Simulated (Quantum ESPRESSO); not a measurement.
# O K-edge XANES of SnO2 (Cassiterite, P4_2/mnm)

What does one-electron theory with a core hole give for the O K edge of SnO2 (Cassiterite, P4_2/mnm)?

Method: X-ray absorption near-edge structure, plane-wave PAW PBE, one-electron final states by a Lanczos continued fraction, in Quantum ESPRESSO 7.5.

## Step 1: The structure

Symmetry: P4_2/mnm, No. 136, tetragonal system. The conventional cell has a = 4.738 Å, b = 4.738 Å, c = 3.187 Å, α = 90.00°, β = 90.00°, γ = 90.00°. Sn has 6 O at 2.05 to 2.06 Å nearest. O has 3 Sn at 2.05 to 2.06 Å nearest. Farther neighbours and most contacts between anions are not listed.

## Step 2: Ground state of the crystal

The ground state comes first: it tells whether the system has a gap, which decides how the excited electron is treated.

Input file scf.in:

```
&control
   calculation='scf', prefix='x', pseudo_dir='../pp', outdir='tmp', tprnfor=.true.
/
&system
   ibrav=0, nat=6, ntyp=3, nbnd=32
   ecutwfc=50, ecutrho=360
   occupations='smearing', smearing='mv', degauss=0.015
/
&electrons
   conv_thr=6.0e-08, electron_maxstep=120
   mixing_beta=0.5
/
ATOMIC_SPECIES
Sn 1.0 Sn.pbe-dn-kjpaw.UPF
O3 1.0 O.pbe-n-kjpaw.UPF
O 1.0 O.pbe-n-kjpaw.UPF
CELL_PARAMETERS angstrom
  4.73800000 0.00000000 0.00000000
  0.00000000 4.73800000 0.00000000
  0.00000000 0.00000000 3.18650000
ATOMIC_POSITIONS crystal
Sn   0.50000000 0.50000000 0.50000000
Sn   0.00000000 0.00000000 0.00000000
O3   0.80710000 0.19290000 0.50000000
O    0.69290000 0.69290000 0.00000000
O    0.19290000 0.80710000 0.50000000
O    0.30710000 0.30710000 0.00000000
K_POINTS automatic
6 6 8 0 0 0
```

Input file Sn.pbe-dn-kjpaw.ld1.in:

```
&input
   title='Sn', zed=50., rel=1, iswitch=3, dft='PBE',
   config='[Kr] 5s2 5p2 4d10'
/
&inputp
   file_pseudopw='Sn.pbe-dn-kjpaw.UPF', author='',
   lpaw=.true.,
   pseudotype=3,
   lloc=-1,
   rcloc=1.9,
   which_augfun='PSQ',
   rmatch_augfun_nc=.true.,
   nlcc=.true.,
   new_core_ps=.true.,
   rcore=1.2,
   tm=.true.,
   lgipaw_reconstruction=.true., use_paw_as_gipaw=.true.
/
6
5S  1  0  2.00  0.00  1.80  2.00  0.0
5S  1  0  0.00  3.00  1.80  2.00  0.0
5P  2  1  2.00  0.00  2.00  2.30  0.0
5P  2  1  0.00  6.00  2.00  2.30  0.0
4D  3  2 10.00  0.00  1.30  1.60  0.0
4D  3  2  0.00  4.50  1.30  1.60  0.0
```

Input file O.pbe-n-kjpaw.ld1.in:

```
&input
   title='O', zed=8., rel=1, iswitch=3, dft='PBE',
   config='[He] 2s2 2p4'
/
&inputp
   file_pseudopw='O.pbe-n-kjpaw.UPF', author='',
   lpaw=.true.,
   pseudotype=3,
   lloc=-1,
   rcloc=1.1,
   which_augfun='PSQ',
   rmatch_augfun_nc=.true.,
   nlcc=.true.,
   new_core_ps=.true.,
   rcore=0.7,
   tm=.true.,
   lgipaw_reconstruction=.true., use_paw_as_gipaw=.true.
/
4
2S  1  0  2.00  0.00  1.00  1.30  0.0
2S  1  0  0.00  1.00  1.00  1.30  0.0
2P  2  1  4.00  0.00  0.90  1.35  0.0
2P  2  1  0.00  0.05  0.90  1.35  0.0
```

Run with:

```
> OMP_NUM_THREADS=1 mpirun --oversubscribe --bind-to none -np 4 pw.x -nk 4 -in scf.in > scf.out
```

Output:

```text
     [... banner and references ...]
using ibrav=0 with symmetry is DISCOURAGED, use correct ibrav instead

     G-vector sticks info
     --------------------

     Using Slab Decomposition

     bravais-lattice index     =            0
     lattice parameter (alat)  =       8.9535  a.u.
     unit-cell volume          =     482.7259 (a.u.)^3
     number of atoms/cell      =            6
     number of atomic types    =            3
     number of electrons       =        52.00
     number of Kohn-Sham states=           32
     kinetic-energy cutoff     =      50.0000  Ry
     charge density cutoff     =     360.0000  Ry
     scf convergence threshold =      6.0E-08
     mixing beta               =       0.5000
     number of iterations used =            8  plain     mixing
     Exchange-correlation= SLA  PW   PBX  PBC
                           (   1   4   3   4   0   0   0)

     celldm(1)=   8.953522  celldm(2)=   0.000000  celldm(3)=   0.000000
     celldm(4)=   0.000000  celldm(5)=   0.000000  celldm(6)=   0.000000

     crystal axes: (cart. coord. in units of alat)
               a(1) = (   1.000000   0.000000   0.000000 )
               a(2) = (   0.000000   1.000000   0.000000 )
               a(3) = (   0.000000   0.000000   0.672541 )

     reciprocal axes: (cart. coord. in units 2 pi/alat)
               b(1) = (  1.000000  0.000000  0.000000 )
               b(2) = (  0.000000  1.000000  0.000000 )
               b(3) = (  0.000000  0.000000  1.486898 )

     PseudoPot. #1 for Sn:     Pseudo is Projector augmented-wave + core cor, Zval = 14.0

     ../pp/O.pbe-n-kjpaw.UPF
     Pseudo is Projector augmented-wave + core cor, Zval =  6.0
     Shape of augmentation charge: PSQ
     Using radial grid of 1095 points,  4 beta functions with:
                l(1) =   0
                l(2) =   0
                l(3) =   1
                l(4) =   1
     Q(r) pseudized with 0 coefficients

     ../pp/O.pbe-n-kjpaw.UPF
     Pseudo is Projector augmented-wave + core cor, Zval =  6.0
     Shape of augmentation charge: PSQ
     Using radial grid of 1095 points,  4 beta functions with:
                l(1) =   0
                l(2) =   0
                l(3) =   1
                l(4) =   1
     Q(r) pseudized with 0 coefficients

     atomic species   valence    mass     pseudopotential
     Sn               14.00     1.00000     Sn( 1.00)
     O3                6.00     1.00000     O ( 1.00)
     O                 6.00     1.00000     O ( 1.00)

      4 Sym. Ops. (no inversion) found

   Cartesian axes

     site n.     atom                  positions (alat units)
         1        Sn     tau(   1) = (   0.5000000   0.5000000   0.3362706  )
         2        Sn     tau(   2) = (   0.0000000   0.0000000   0.0000000  )
         3        O3     tau(   3) = (   0.8071000   0.1929000   0.3362706  )
         4        O      tau(   4) = (   0.6929000   0.6929000   0.0000000  )
         5        O      tau(   5) = (   0.1929000   0.8071000   0.3362706  )
         6        O      tau(   6) = (   0.3071000   0.3071000   0.0000000  )

     number of k points=    65  Marzari-Vanderbilt smearing, width (Ry)=  0.0150
                       cart. coord. in units 2pi/alat
        k(    1) = (   0.0000000   0.0000000   0.0000000), wk =   0.0069444
        k(    2) = (   0.0000000   0.0000000   0.1858622), wk =   0.0138889
        k(    3) = (   0.0000000   0.0000000   0.3717245), wk =   0.0138889
        k(    4) = (   0.0000000   0.0000000   0.5575867), wk =   0.0138889
        k(    5) = (   0.0000000   0.0000000  -0.7434489), wk =   0.0069444
[...]
k(   63) = (   0.3333333  -0.3333333   0.3717245), wk =   0.0277778
        k(   64) = (   0.3333333  -0.3333333   0.5575867), wk =   0.0277778
        k(   65) = (   0.3333333  -0.3333333  -0.7434489), wk =   0.0138889

     Dense  grid:    55669 G-vectors     FFT dimensions: (  60,  60,  40)

[...]
8.8862   9.6261  10.8789  15.7725  16.0060  16.0060  20.1248  20.2874

          k = 0.0000 0.0000 0.1859 (  2861 PWs)   bands (ev):

   -11.4769 -10.6994 -10.6412 -10.6412 -10.4881 -10.4204 -10.3653 -10.2847
[...]
k = 0.0000 0.0000 0.3717 (  2874 PWs)   bands (ev):

[...]
k = 0.0000 0.0000 0.5576 (  2894 PWs)   bands (ev):

[...]
k = 0.0000 0.0000-0.7434 (  2878 PWs)   bands (ev):

[...]
k = 0.0000 0.1667 0.0000 (  2862 PWs)   bands (ev):

[...]
k = 0.0000 0.1667-0.7434 (  2884 PWs)   bands (ev):

[...]
k = 0.0000 0.3333-0.7434 (  2878 PWs)   bands (ev):

[...]
k = 0.0000-0.5000 0.0000 (  2900 PWs)   bands (ev):

[...]
k = 0.0000-0.5000 0.1859 (  2882 PWs)   bands (ev):

[...]
k = 0.0000-0.5000 0.3717 (  2890 PWs)   bands (ev):

[...]
k = 0.0000-0.5000 0.5576 (  2896 PWs)   bands (ev):

[...]
k = 0.0000-0.5000-0.7434 (  2884 PWs)   bands (ev):

[...]
k = 0.1667 0.1667-0.7434 (  2876 PWs)   bands (ev):

[...]
k = 0.1667 0.3333-0.7434 (  2878 PWs)   bands (ev):

[...]
k = 0.1667-0.5000 0.0000 (  2894 PWs)   bands (ev):

[...]
k = 0.1667-0.5000-0.7434 (  2880 PWs)   bands (ev):

[...]
k = 0.3333 0.3333 0.1859 (  2882 PWs)   bands (ev):

[...]
k = 0.3333 0.3333 0.3717 (  2890 PWs)   bands (ev):

[...]
k = 0.3333 0.3333 0.5576 (  2891 PWs)   bands (ev):

[...]
k = 0.3333 0.3333-0.7434 (  2890 PWs)   bands (ev):

[...]
k = 0.3333-0.5000-0.7434 (  2912 PWs)   bands (ev):

[...]
k =-0.5000-0.5000 0.0000 (  2908 PWs)   bands (ev):

[...]
k =-0.5000-0.5000 0.1859 (  2896 PWs)   bands (ev):

[...]
k =-0.5000-0.5000 0.3717 (  2872 PWs)   bands (ev):

[...]
k =-0.5000-0.5000 0.5576 (  2852 PWs)   bands (ev):

[...]
k =-0.5000-0.5000-0.7434 (  2896 PWs)   bands (ev):

[...]
k = 0.1667-0.1667-0.7434 (  2876 PWs)   bands (ev):

[...]
k = 0.3333-0.1667-0.7434 (  2878 PWs)   bands (ev):

[...]
k = 0.3333-0.3333 0.1859 (  2882 PWs)   bands (ev):

[...]
k = 0.3333-0.3333 0.3717 (  2890 PWs)   bands (ev):

[...]
k = 0.3333-0.3333 0.5576 (  2891 PWs)   bands (ev):

[...]
k = 0.3333-0.3333-0.7434 (  2890 PWs)   bands (ev):

[...]
-10.2463 -10.2439  -7.7828  -7.4907  -6.0205  -5.8219   1.7803   2.1496
     4.7524   4.7579   5.1193   6.9980   7.0776   8.4698   8.5206   8.5816
     8.5934   8.7054  14.9687  15.2118  18.0190  19.0747  20.2786  20.7333

     the Fermi energy is    10.3903 ev

!    total energy              =   -1050.87740867 Ry
     total all-electron energy =    -25311.520548 Ry
     estimated scf accuracy    <       0.00000006 Ry
     smearing contrib. (-TS)   =       0.00000001 Ry
     internal energy E=F+TS    =   -1050.87740867 Ry

     The total energy is F=E-TS. E is the sum of the following terms:
     one-electron contribution =    -120.85152497 Ry
     hartree contribution      =     104.58353496 Ry
     xc contribution           =    -126.87420159 Ry
     ewald contribution        =    -307.43393528 Ry
     one-center paw contrib.   =    -600.30128178 Ry

     convergence has been achieved in  13 iterations

     Forces acting on atoms (cartesian axes, Ry/au):

     atom    1 type  1   force =    -0.00000189    0.00000189    0.00000000
     atom    2 type  1   force =    -0.00000056    0.00000056    0.00000000
     atom    3 type  2   force =    -0.00834014    0.00834014    0.00000000
     atom    4 type  3   force =     0.00833940    0.00833862    0.00000000
     atom    5 type  3   force =     0.00834181   -0.00834181    0.00000000
     atom    6 type  3   force =    -0.00833862   -0.00833940    0.00000000

     Total force =     0.023589     Total SCF correction =     0.000028

     XML data file, charge density, pseudopotentials, collected wavefunctions

=------------------------------------------------------------------------------=
   JOB DONE.
=------------------------------------------------------------------------------=
```

Run time: 29 s. Hardware: 4 MPI ranks of Intel Xeon 6975P-C (Granite Rapids), shared host; peak memory 0.15 GiB; 1.9 min of CPU time.

Absorbing atoms carry a label of their own (element plus a letter or digit), as the spectrum program needs them as separate species.

The mesh shows a gap of 1.25 eV, so the hole is first treated in a charged cell, without the excited electron.

## Step 3: Spectrum without a core hole, O atom 3

This cheap baseline ignores the attraction of the hole: it shows the absorber's empty states as they are in the ground state.

The absorber has 3 Sn at 2.05 Å (distorted trigonal planar, site symmetry m2m).

Input file xspectra.in:

```
&input_xspectra
   calculation='xanes_dipole', edge='K'
   prefix='x', outdir='tmp', xiabs=2, xe0=10.2525
   xonly_plot=.false., x_save_file='xanes.sav'
   xniter=3000, xcheck_conv=20, xerror=0.005
   xcoordcrys=.false., xepsilon(1)=1, xepsilon(2)=0, xepsilon(3)=0
/
&plot
   xnepoint=413, xemin=-10, xemax=45, terminator=.true., cut_occ_states=.true.
   xgamma=0.4
/
&pseudos
   filecore='../O.wfc'
/
&cut_occ
   cut_desmooth=0.1, cut_stepl=0.05, cut_stepu=0.05, cut_ierror=1e-5
/
5 5 7 0 0 0
```

Run with:

```
> OMP_NUM_THREADS=1 mpirun --oversubscribe --bind-to none -np 4 xspectra.x -nk 4 -in xspectra.in > xspectra.out
```

Output:

```text
     [... banner and references ...]
Reading input_file

     calculation: xanes_dipole

     xepsilon  [cartesian coordinates]:   1.000000   0.000000   0.000000

     xonly_plot: FALSE
        => complete calculation: Lanczos + spectrum plot

     filecore (core-wavefunction file): ../O.wfc

     main plot parameters:
        cut_occ_states: TRUE
        gamma_mode:  constant
        -> using xgamma [eV]:  0.40
        xemin [eV]: -10.00
        xemax [eV]:  45.00
        xnepoint:  413
        xe0 [eV]:  10.252500 (energy zero read in input file)

[...]
Results of STEP 1 successfully written in x_save_file
     x_save_file name:
     ->  xanes.sav
     x_save_file version:  2

     ... End STEP 1 ...

     ... Begin STEP 2 ...

     The spectrum is calculated using the following parameters:
        xe0 [eV]:   10.2525
        the occupied states are elimintate from the spectrum
        xemin [eV]: -10.00
        xemax [eV]:  45.00
        xnepoint:  413
        constant broadening parameter [eV]:    0.400
        Core level energy [eV]:  -543.1
         (from electron binding energy of neutral atoms in X-ray data booklet)

     Cross-section successfully written in xanes.dat

     ... End STEP 2 ...

                                END JOB XSpectra
```

The job ended after 43 s (4 MPI ranks; peak memory 0.11 GiB; 2.8 min of CPU time).

The O K spectrum, O atom 3, no core hole (energy from the lowest empty level; intensity scaled to a mean of 1 over the first 20 eV; the points at xe0, where the cut of filled states can leave a spike, are interpolated; polarised curves are means over the symmetry-equivalent atoms):

| E (eV) | isotropic | ε ⊥ c | ε ∥ c |
| --- | --- | --- | --- |
| -2.0 | 0.03 | 0.03 | 0.04 |
| -1.5 | 0.04 | 0.03 | 0.04 |
| -1.0 | 0.04 | 0.04 | 0.05 |
| -0.5 | 0.05 | 0.05 | 0.06 |
| 0.0 | 0.07 | 0.06 | 0.08 |
| 0.5 | 0.09 | 0.08 | 0.10 |
| 1.0 | 0.14 | 0.13 | 0.16 |
| 1.5 | 0.22 | 0.20 | 0.25 |
| 2.0 | 0.30 | 0.27 | 0.35 |
| 2.5 | 0.42 | 0.41 | 0.45 |
| 3.0 | 0.71 | 0.64 | 0.86 |
| 3.5 | 1.03 | 0.85 | 1.38 |
| 4.0 | 1.45 | 1.13 | 2.10 |
| 4.5 | 1.50 | 1.06 | 2.38 |
| 5.0 | 1.35 | 1.00 | 2.04 |
| 5.5 | 1.12 | 0.85 | 1.66 |
| 6.0 | 0.83 | 0.69 | 1.12 |
| 6.5 | 0.87 | 0.72 | 1.17 |
| 7.0 | 0.91 | 0.72 | 1.30 |
| 7.5 | 1.24 | 0.93 | 1.86 |
| 8.0 | 1.31 | 0.99 | 1.94 |
| 8.5 | 1.14 | 0.91 | 1.59 |
| 9.0 | 1.54 | 1.24 | 2.15 |
| 9.5 | 2.23 | 1.82 | 3.04 |
| 10.0 | 2.32 | 2.26 | 2.43 |
| 10.5 | 2.54 | 2.87 | 1.88 |
| 11.0 | 3.10 | 3.66 | 1.97 |
| 11.5 | 2.94 | 3.45 | 1.91 |
| 12.0 | 1.74 | 1.92 | 1.38 |
| 12.5 | 1.06 | 1.14 | 0.89 |
| 13.0 | 0.76 | 0.79 | 0.70 |
| 13.5 | 0.68 | 0.72 | 0.60 |
| 14.0 | 0.61 | 0.69 | 0.45 |
| 14.5 | 0.47 | 0.56 | 0.31 |
| 15.0 | 0.39 | 0.44 | 0.29 |
| 15.5 | 0.42 | 0.45 | 0.35 |
| 16.0 | 0.47 | 0.48 | 0.44 |
| 16.5 | 0.49 | 0.47 | 0.53 |
| 17.0 | 0.53 | 0.53 | 0.55 |
| 17.5 | 0.48 | 0.49 | 0.47 |
| 18.0 | 0.51 | 0.54 | 0.44 |
| 18.5 | 0.61 | 0.69 | 0.47 |
| 19.0 | 0.65 | 0.74 | 0.47 |
| 19.5 | 0.55 | 0.63 | 0.40 |
| 20.0 | 0.54 | 0.59 | 0.45 |
| 20.5 | 0.58 | 0.63 | 0.49 |
| 21.0 | 0.54 | 0.57 | 0.47 |
| 21.5 | 0.57 | 0.60 | 0.50 |
| 22.0 | 0.54 | 0.57 | 0.49 |
| 22.5 | 0.61 | 0.66 | 0.52 |
| 23.0 | 0.73 | 0.84 | 0.52 |
| 23.5 | 0.74 | 0.85 | 0.53 |
| 24.0 | 0.61 | 0.62 | 0.60 |
| 24.5 | 0.62 | 0.55 | 0.76 |
| 25.0 | 0.69 | 0.57 | 0.92 |
| 25.5 | 0.72 | 0.58 | 1.00 |
| 26.0 | 0.77 | 0.63 | 1.06 |
| 26.5 | 0.79 | 0.63 | 1.10 |
| 27.0 | 0.92 | 0.77 | 1.21 |
| 27.5 | 0.85 | 0.68 | 1.18 |
| 28.0 | 0.76 | 0.60 | 1.08 |
| 28.5 | 0.69 | 0.59 | 0.88 |
| 29.0 | 0.63 | 0.57 | 0.75 |
| 29.5 | 0.64 | 0.59 | 0.73 |
| 30.0 | 0.64 | 0.59 | 0.73 |
| 30.5 | 0.62 | 0.59 | 0.67 |
| 31.0 | 0.76 | 0.78 | 0.74 |
| 31.5 | 1.04 | 1.01 | 1.09 |
| 32.0 | 1.10 | 1.03 | 1.24 |

Main maxima below 24 eV (height): 4.5 eV (1.50), 7.8 eV (1.42), 9.8 eV (2.37), 11.3 eV (3.32), 18.9 eV (0.65) and 23.3 eV (0.76). A K edge sees empty p states on the absorber.

## Step 4: Another broadening

The final state's lifetime shortens with energy, so measured features broaden above the edge; the saved Lanczos coefficients are redrawn with a width that grows.

Input file xspectra_plot.in:

```
&input_xspectra
   calculation='xanes_dipole', edge='K'
   prefix='x', outdir='tmp', xiabs=2, xe0=10.2525
   xonly_plot=.true., x_save_file='xanes.sav'
   xniter=3000, xcheck_conv=20, xerror=0.005
   xcoordcrys=.false., xepsilon(1)=1, xepsilon(2)=0, xepsilon(3)=0
/
&plot
   xnepoint=413, xemin=-10, xemax=45, terminator=.true., cut_occ_states=.true.
   gamma_mode='variable', gamma_energy(1)=4, gamma_energy(2)=25, gamma_value(1)=0.3, gamma_value(2)=2.5
/
&pseudos
   filecore='../O.wfc'
/
&cut_occ
   cut_desmooth=0.1, cut_stepl=0.05, cut_stepu=0.05, cut_ierror=1e-5
/
5 5 7 0 0 0
```

Run with:

```
> OMP_NUM_THREADS=1 xspectra.x -in xspectra_plot.in > xspectra_plot.out
```

Output:

```text
     [... banner and references ...]
Reading input_file
     -------------------------------------------------------------------------

     calculation: xanes_dipole

     xonly_plot: TRUE
        => only the spectrum plot

     main plot parameters:
        cut_occ_states: TRUE
        gamma_mode:  variable
        -> first, constant up to point ( 4.00, 0.30) [eV]
        -> then, linear up to point (25.00, 2.50) [eV]
        -> finally, constant up to xemax
        xemin [eV]: -10.00
        xemax [eV]:  45.00
        xnepoint:  413
[...]
xemin [eV]: -10.00
        xemax [eV]:  45.00
        xnepoint:  413
        energy-dependent broadening parameter:
         -> first, constant up to point ( 4.00, 0.30) [eV]
         -> then, linear up to point (25.00, 2.50) [eV]
         -> finally, constant up to xemax
        Core level energy [eV]:  -543.1
         (from electron binding energy of neutral atoms in X-ray data booklet)

     Cross-section successfully written in xanes.dat

     -------------------------------------------------------------------------
                                END JOB XSpectra
     -------------------------------------------------------------------------
[key lines of the parts left out:]
Fermi level [eV]:   9.6261
```

It took 4.5 s on 1 MPI rank; peak memory 0.05 GiB.

With a Lorentzian half width 0.3 eV up to 4 eV, rising linearly to 2.5 eV at 25 eV (counted from xe0, 0.6 eV below the zero used here), the maxima are 4.1 eV (1.54) and 10.9 eV (2.21).

## Step 5: Reference energy of the supercell

The photon energy needs a difference of total energies, so the cell and mesh of the coming hole run are first run without a hole.

Input file scf.in:

```
&control
   calculation='scf', prefix='x', pseudo_dir='../pp', outdir='tmp', tprnfor=.true.
/
&system
   ibrav=0, nat=12, ntyp=2, nbnd=56
   ecutwfc=50, ecutrho=360
   occupations='fixed'
/
&electrons
   conv_thr=1.2e-07, electron_maxstep=120
   mixing_beta=0.5
/
ATOMIC_SPECIES
Sn 1.0 Sn.pbe-dn-kjpaw.UPF
O 1.0 O.pbe-n-kjpaw.UPF
CELL_PARAMETERS angstrom
  4.73800000 0.00000000 3.18650000
  0.00000000 4.73800000 3.18650000
  0.00000000 -4.73800000 3.18650000
ATOMIC_POSITIONS crystal
Sn   0.50000000 0.25000000 0.75000000
Sn   0.50000000 0.75000000 0.25000000
Sn   0.00000000 0.00000000 0.00000000
Sn   0.00000000 0.50000000 0.50000000
O    0.80710000 0.94290000 0.75000000
O    0.80710000 0.44290000 0.25000000
O    0.69290000 0.00000000 0.30710000
O    0.69290000 0.50000000 0.80710000
O    0.19290000 0.55710000 0.75000000
O    0.19290000 0.05710000 0.25000000
O    0.30710000 0.00000000 0.69290000
O    0.30710000 0.50000000 0.19290000
K_POINTS automatic
4 4 4 0 0 0
```

Run with:

```
> OMP_NUM_THREADS=1 mpirun --oversubscribe --bind-to none -np 4 pw.x -nk 4 -in scf.in > scf.out
```

Output:

```text
     [... banner and references ...]
[banner, memory and clock lines left out]
Found identity + (  0.0000  0.5000  0.5000) symmetry
     This is a supercell, fractional translations are disabled
     using ibrav=0 with symmetry is DISCOURAGED, use correct ibrav instead

     G-vector sticks info

     bravais-lattice index     =            0
     lattice parameter (alat)  =      10.7901  a.u.
     unit-cell volume          =     965.4519 (a.u.)^3
     number of atoms/cell      =           12
[...]
Forces acting on atoms (cartesian axes, Ry/au):

     atom    1 type  1   force =     0.00000000    0.00000000   -0.00000201
     atom    2 type  1   force =    -0.00000000    0.00000000    0.00000201
     atom    3 type  1   force =    -0.00000000   -0.00000000    0.00000000
[...]
atom   11 type  2   force =    -0.00834735   -0.00834735   -0.00000000
     atom   12 type  2   force =    -0.00834760   -0.00834760    0.00000000

     Total force =     0.033392     Total SCF correction =     0.000044

     XML data file, charge density, pseudopotentials, collected wavefunctions
[key lines of the parts left out:]
!    total energy              =   -2101.75474366 Ry
convergence has been achieved in  21 iterations
```

It took 58 s on 4 MPI ranks; peak memory 0.24 GiB.

Reference energy: -688761.561 eV with the cores included.

(Part 1 of 4 ends here.)

[Banner, clock and machine lines of the logs are left out without a mark of their own.]

[Logs are printed without paths, hosts, clocks, repeated set-up lines and the standing remarks that a program may print on its own settings, such as how far it seeks lower states.]

[Hosts, paths, dates, database ids (printed as entryN), source tags and the programs' standing remarks are cut or masked in the printed files.]

[Lists of maxima count a maximum above −3 eV only where it reaches 4 % of the highest in the window and stands out from its surroundings by 2 % of it (1.5 % where it reaches 55 %); shoulders and weaker maxima are passed over, and of the rest the first, up to two pre-edge ones and the few strongest are named.]
